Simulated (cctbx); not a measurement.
**A crystallographic session in cctbx: Lu3Ti2Ge2**

Library: cctbx 2025.11. The data are simulated by the first script.

## 1. Simulate the data

run.py:

```python
from cctbx import adptbx, crystal, miller, sgtbx, xray
from cctbx.array_family import flex
from iotbx.shelx import hklf
from scitbx import matrix
import scitbx.random

cs = crystal.symmetry(unit_cell=(3.915, 10.398, 13.99, 90, 90, 90), space_group_symbol='Hall: -C 2c 2')  # Cmcm
atoms = [  # label, site, U (iso, or U11 U22 U33 U12 U13 U23 in A^2), occupancy
    ("Lu1", (0.5, 0.4439, 0.25), (0.0055, 0.0126, 0.0100, 0.0000, 0.0000, 0.0000), 1),
    ("Lu2", (0.5, 0.1688, 0.4019), (0.0059, 0.0084, 0.0081, 0.0000, 0.0000, -0.0029), 1),
    ("Ge1", (0.5, 0.1242, 0.6089), (0.0066, 0.0080, 0.0110, 0.0000, 0.0000, -0.0023), 1),
    ("Ti1", (0, 0, 0.5), (0.0093, 0.0069, 0.0072, 0.0000, 0.0000, 0.0002), 1),
    ("Ti2", (0, 0.2184, 0.25), (0.0115, 0.0091, 0.0091, 0.0000, 0.0000, 0.0000), 1),
]
xs = xray.structure(crystal_symmetry=cs)
for label, site, u, occ in atoms:
    u = adptbx.u_cif_as_u_star(cs.unit_cell(), u) if isinstance(u, tuple) else u
    xs.add_scatterer(xray.scatterer(label, site=site, u=u, occupancy=occ))
xs.set_inelastic_form_factors(0.71073, "sasaki")
xs.show_summary()
p1 = xs.expand_to_p1()
ms = miller.build_set(p1, anomalous_flag=True, d_min=1.1)
flex.set_random_seed(271661)
scitbx.random.set_random_seed(271661)
ms = ms.select(flex.random_double(ms.size()) < 0.7)
i = ms.structure_factors_from_scatterers(p1, algorithm="direct").f_calc().as_intensity_array().data()
i = i * 5000 / flex.max(i)
sig = flex.sqrt(i + flex.pow2(0.02 * i) + 2 ** 2)
noise = scitbx.random.variate(scitbx.random.normal_distribution())(i.size())
data = ms.array(data=i + sig * noise, sigmas=sig).set_observation_type_xray_intensity()
with open("data.hkl", "w") as f:
    data.export_as_shelx_hklf(f)
print("reflections written:", data.size(), " <I/sigma> = %.1f" % flex.mean(data.data() / data.sigmas()))
for h, a, b in list(data.sort("data"))[:12]:
    print("%4d%4d%4d %9.1f %7.1f" % (h + (a, b)))
```

```console
$ python run.py
```

```text
Number of scatterers: 5
At special positions: 5
Unit cell: (3.915, 10.398, 13.99, 90, 90, 90)
Space group: C m c m (No. 63)
reflections written: 1237  <I/sigma> = 6.2
  -2   0   0    5090.1   122.5
   2   0   0    4919.5   122.5
   1   3   0    3270.9    85.1
  -1  -3   0    3212.0    85.1
  -1   3   0    3062.3    85.1
   0   0   6    2958.8    79.5
   1   1  -4    2163.2    60.8
  -2   0  -6    2126.7    60.7
  -1   1   4    2081.2    60.8
  -1  -1   4    2072.6    60.8
   1  -1  -4    2026.8    60.8
  -1  -1  -4    2018.0    60.8
```

Run time: 0.41 s on 1 thread of Arm Neoverse N1, with other jobs on the host, peak memory 0.07 GiB.

## 2. Refinement (right model)

run.py:

```python
import math
from cctbx import adptbx, crystal, maptbx, sgtbx, xray
from cctbx.array_family import flex
from cctbx.xray import observations
from iotbx.shelx import hklf
from scitbx.lstbx import normal_eqns_solving
from smtbx import absolute_structure, utils
from smtbx.refinement import constraints, least_squares

cs = crystal.symmetry(unit_cell=(3.915, 10.398, 13.99, 90, 90, 90), space_group_symbol='Hall: -C 2c 2')  # Cmcm
atoms = [  # label, site, U (iso, or U11 U22 U33 U12 U13 U23 in A^2), occupancy
    ("Lu1", (0.5, 0.4454, 0.25), 0.0200, 1),
    ("Lu2", (0.5, 0.1688, 0.4046), 0.0200, 1),
    ("Ge1", (0.5, 0.1249, 0.6091), 0.0200, 1),
    ("Ti1", (0, 0, 0.5), 0.0200, 1),
    ("Ti2", (0, 0.2201, 0.25), 0.0200, 1),
]
xs = xray.structure(crystal_symmetry=cs)
for label, site, u, occ in atoms:
    u = adptbx.u_cif_as_u_star(cs.unit_cell(), u) if isinstance(u, tuple) else u
    xs.add_scatterer(xray.scatterer(label, site=site, u=u, occupancy=occ))
xs.set_inelastic_form_factors(0.71073, "sasaki")
raw = hklf.reader(file_name="data.hkl").as_miller_arrays(crystal_symmetry=cs, anomalous=True)[0]
merged = raw.eliminate_sys_absent().merge_equivalents()
fo2 = merged.array().set_observation_type_xray_intensity()
print("Rint %.3f, %d unique reflections to %.2f A" % (merged.r_int(), fo2.size(), fo2.d_min()))
for sc in xs.scatterers():
    sc.flags.set_grad_site(True)
    sc.flags.set_grad_u_aniso(sc.flags.use_u_aniso())
    sc.flags.set_grad_u_iso(sc.flags.use_u_iso())
obs = fo2.as_xray_observations()
extra = {}
rep = constraints.reparametrisation(xs, [], utils.connectivity_table(xs), **extra)
ls = least_squares.crystallographic_ls(obs, rep, weighting_scheme=least_squares.mainstream_shelx_weighting(a=0, b=0))
print("cycle     R1     wR2    GooF  max shift (A)")
for cycle in range(8):
    ls.build_up()
    r1, wr2, goof = ls.r1_factor(cutoff_factor=2)[0], ls.wR2(), ls.goof()
    old = xs.sites_cart()
    normal_eqns_solving.levenberg_marquardt_iterations(ls, n_max_iterations=3, tau=1e-06, step_threshold=1e-7)
    big = flex.max((xs.sites_cart() - old).norms())
    print("%4d %7.4f %7.4f %7.3f %9.5f" % (cycle + 1, r1, wr2, goof, big))
    ls.build_up(objective_only=True)
    if abs(ls.wR2() - wr2) < 5e-5 and big < 5e-4:
        break
ls.build_up()
print("final R1 %.4f wR2 %.4f GooF %.3f  parameters %d  data/parameter %.1f" % (ls.r1_factor(cutoff_factor=2)[0], ls.wR2(), ls.goof(), ls.n_parameters, fo2.size() / ls.n_parameters))
cov = ls.covariance_matrix_and_annotations()
su = dict(zip(cov.annotations, (math.sqrt(max(v, 0)) for v in cov.matrix.matrix_packed_u_diagonal())))
a2 = cs.unit_cell().reciprocal_parameters()[0] ** -2
print("atom        x        y        z      Ueq    occ   su(xyz)  su(Uiso or U11)")
for sc in xs.scatterers():
    s = max(su.get(sc.label + k, 0) for k in (".x", ".y", ".z"))
    npd = "" if sc.is_positive_definite_u(cs.unit_cell()) else "  NPD"
    print("%-5s %8.5f %8.5f %8.5f %8.4f %6.3f %8.5f %7.4f%s" % ((sc.label,) + sc.site + (sc.u_iso_or_equiv(cs.unit_cell()), sc.occupancy, s, su.get(sc.label + ".uiso", su.get(sc.label + ".u11", 0) * a2), npd)))
fo = fo2.f_sq_as_f()
fc = fo.structure_factors_from_scatterers(xs, algorithm="direct").f_calc()
diff = fo.f_obs_minus_f_calc(1 / math.sqrt(ls.scale_factor()), fc).average_bijvoet_mates()
m = diff.fft_map(symmetry_flags=maptbx.use_space_group_symmetry, resolution_factor=0.25).apply_volume_scaling()
print("difference map: max %.2f min %.2f rms %.2f" % (m.statistics().max(), m.statistics().min(), m.statistics().sigma()))
peaks = m.peak_search(parameters=maptbx.peak_search_parameters(min_distance_sym_equiv=0.6, max_clusters=6)).all()
near = xs.closest_distances(peaks.sites(), distance_cutoff=4)
sps = cs.special_position_settings(min_distance_sym_equiv=0.5)
for k, (x, h) in enumerate(zip(peaks.sites(), peaks.heights())):
    ss = sps.site_symmetry(x)
    print("Q%-3d %7.4f %7.4f %7.4f %4d %7.2f  %.2f A from %s" % ((k + 1,) + tuple(t % 1 for t in ss.exact_site()) + (ss.multiplicity(), h, near.smallest_distances[k], xs.scatterers()[near.i_seqs[k]].label)))
```

```console
$ python run.py
```

```text
Rint 0.033, 143 unique reflections to 1.10 A
cycle     R1     wR2    GooF  max shift (A)
   1  0.0829  0.1821   5.714   0.03755
   2  0.0222  0.0466   1.461   0.00001
final R1 0.0222 wR2 0.0466 GooF 1.461  parameters 11  data/parameter 13.0
atom        x        y        z      Ueq    occ   su(xyz)  su(Uiso or U11)
Lu1    0.50000  0.44396  0.25000   0.0091  1.000  0.00015  0.0006
Lu2    0.50000  0.16867  0.40192   0.0071  1.000  0.00011  0.0005
Ge1    0.50000  0.12399  0.60897   0.0090  1.000  0.00026  0.0008
Ti1    0.00000  0.00000  0.50000   0.0092  1.000  0.00000  0.0016
Ti2    0.00000  0.21844  0.25000   0.0118  1.000  0.00062  0.0017
difference map: max 1.53 min -1.69 rms 0.30
Q1    0.0000  0.2733  0.6298    8    1.53  0.75 A from Lu2
Q2    0.0000  0.3884  0.5637    8    1.29  0.76 A from Lu2
Q3    0.1601  0.3744  0.2500    8    1.19  1.51 A from Lu1
Q4    0.0000  0.0155  0.2500    4    1.05  0.74 A from Lu1
Q5    0.0000  0.0193  0.7081    8    0.89  0.70 A from Lu1
Q6    0.0000  0.5021  0.0944    8    0.78  1.33 A from Ge1
```

Time: 0.59 s.

## 3. Simulate the data

run.py, as its changes from the last script of this kind:

```diff
@@ -22 +22 @@
-ms = miller.build_set(p1, anomalous_flag=True, d_min=1.1)
+ms = miller.build_set(p1, anomalous_flag=True, d_min=0.84)
```

```console
$ python run.py
```

```text
Number of scatterers: 5
At special positions: 5
Unit cell: (3.915, 10.398, 13.99, 90, 90, 90)
Space group: C m c m (No. 63)
reflections written: 2787  <I/sigma> = 5.5
   2   0   0    5102.4   122.5
  -2   0   0    4900.6   122.5
  -1  -3   0    3245.3    85.1
  -1   3   0    3163.1    85.1
   1  -3   0    3072.3    85.1
   0   0   6    2852.3    79.5
   2   0   6    2129.8    60.7
   1  -1   4    2084.7    60.8
  -2   0   6    2033.6    60.7
  -1   1   4    2032.4    60.8
  -4   0   0    2026.6    60.6
   4   0   0    2011.8    60.6
```

Time: 0.42 s.

## 4. Refinement (right model)

run.py, as its changes from the last script of this kind:

```diff
@@ -12,3 +12,3 @@
-    ("Lu1", (0.5, 0.4454, 0.25), 0.0200, 1),
-    ("Lu2", (0.5, 0.1688, 0.4046), 0.0200, 1),
-    ("Ge1", (0.5, 0.1249, 0.6091), 0.0200, 1),
+    ("Lu1", (0.5, 0.4421, 0.25), 0.0200, 1),
+    ("Lu2", (0.5, 0.1703, 0.4005), 0.0200, 1),
+    ("Ge1", (0.5, 0.1251, 0.6064), 0.0200, 1),
@@ -16 +16 @@
-    ("Ti2", (0, 0.2201, 0.25), 0.0200, 1),
+    ("Ti2", (0, 0.2235, 0.25), 0.0200, 1),
@@ -22,0 +23 @@
+xs.convert_to_anisotropic()
```

```console
$ python run.py
```

```text
Rint 0.039, 305 unique reflections to 0.84 A
cycle     R1     wR2    GooF  max shift (A)
   1  0.1137  0.2349   6.757   0.05187
   2  0.0147  0.0312   0.896   0.00000
final R1 0.0147 wR2 0.0312 GooF 0.896  parameters 24  data/parameter 12.7
atom        x        y        z      Ueq    occ   su(xyz)  su(Uiso or U11)
Lu1    0.50000  0.44406  0.25000   0.0094  1.000  0.00006  0.0003
Lu2    0.50000  0.16881  0.40194   0.0074  1.000  0.00004  0.0002
Ge1    0.50000  0.12435  0.60877   0.0086  1.000  0.00010  0.0005
Ti1    0.00000  0.00000  0.50000   0.0074  1.000  0.00000  0.0012
Ti2    0.00000  0.21851  0.25000   0.0089  1.000  0.00024  0.0012
difference map: max 1.03 min -1.25 rms 0.28
Q1    0.0000  0.4548  0.5970    8    1.05  1.29 A from Lu2
Q2    0.0000  0.3958  0.2500    4    0.94  1.84 A from Ti2
Q3    0.2274  0.1003  0.1253   16    0.89  1.34 A from Lu2
Q4    0.2102  0.1959  0.6385   16    0.89  1.42 A from Ge1
Q5    0.0000  0.2603  0.5198    8    0.88  1.32 A from Lu2
Q6    0.0000  0.4064  0.7500    4    0.86  2.26 A from Lu2
```

Time: 0.61 s.

## 5. Simulate the data

run.py, as its changes from the last script of this kind:

```diff
@@ -22 +22 @@
-ms = miller.build_set(p1, anomalous_flag=True, d_min=0.84)
+ms = miller.build_set(p1, anomalous_flag=True, d_min=0.6)
```

```console
$ python run.py
```

```text
Number of scatterers: 5
At special positions: 5
Unit cell: (3.915, 10.398, 13.99, 90, 90, 90)
Space group: C m c m (No. 63)
reflections written: 7733  <I/sigma> = 4.1
   2   0   0    5006.4   122.5
  -2   0   0    4823.0   122.5
  -1  -3   0    3274.3    85.1
  -1   3   0    3154.5    85.1
   1  -3   0    3082.4    85.1
   0   0  -6    2999.1    79.5
   4   0   0    2072.9    60.6
   2   0   6    2042.1    60.7
  -1   1  -4    2022.5    60.8
  -4   0   0    2000.1    60.6
   2   0  -6    1992.7    60.7
   1   1  -4    1981.2    60.8
```

Time: 0.47 s.

## 6. Refinement (right model)

run.py, as its changes from the last script of this kind:

```diff
@@ -12,3 +12,3 @@
-    ("Lu1", (0.5, 0.4421, 0.25), 0.0200, 1),
-    ("Lu2", (0.5, 0.1703, 0.4005), 0.0200, 1),
-    ("Ge1", (0.5, 0.1251, 0.6064), 0.0200, 1),
+    ("Lu1", (0.5, 0.4453, 0.25), 0.0200, 1),
+    ("Lu2", (0.5, 0.1667, 0.4033), 0.0200, 1),
+    ("Ge1", (0.5, 0.121, 0.6065), 0.0200, 1),
@@ -16 +16 @@
-    ("Ti2", (0, 0.2235, 0.25), 0.0200, 1),
+    ("Ti2", (0, 0.2226, 0.25), 0.0200, 1),
```

```console
$ python run.py
```

```text
Rint 0.051, 791 unique reflections to 0.60 A
cycle     R1     wR2    GooF  max shift (A)
   1  0.2007  0.3696   8.181   0.04718
   2  0.0200  0.0417   0.924   0.00000
final R1 0.0200 wR2 0.0417 GooF 0.924  parameters 24  data/parameter 33.0
atom        x        y        z      Ueq    occ   su(xyz)  su(Uiso or U11)
Lu1    0.50000  0.44395  0.25000   0.0092  1.000  0.00004  0.0001
Lu2    0.50000  0.16881  0.40188   0.0075  1.000  0.00003  0.0001
Ge1    0.50000  0.12421  0.60889   0.0086  1.000  0.00007  0.0002
Ti1    0.00000  0.00000  0.50000   0.0077  1.000  0.00000  0.0005
Ti2    0.00000  0.21858  0.25000   0.0100  1.000  0.00016  0.0006
difference map: max 2.13 min -2.54 rms 0.51
Q1    0.0000  0.0440  0.0552    8    2.16  0.90 A from Ti1
Q2    0.0000  0.2138  0.7500    4    1.94  1.64 A from Lu1
Q3    0.1791  0.1382  0.6479   16    1.94  1.38 A from Ge1
Q4    0.0000  0.0870  0.1261    8    1.92  1.98 A from Ti1
Q5    0.0000  0.4927  0.7191    8    1.74  2.06 A from Ge1
Q6    0.0000  0.0237  0.2182    8    1.72  0.94 A from Lu1
```

Run time: 0.65 s on 1 thread of Arm Neoverse N1 (shared host), peak memory 0.09 GiB.

[Logs are printed without paths, hosts, clocks, repeated set-up lines and the standing remarks that a program may print on its own settings, such as how far it seeks lower states.]
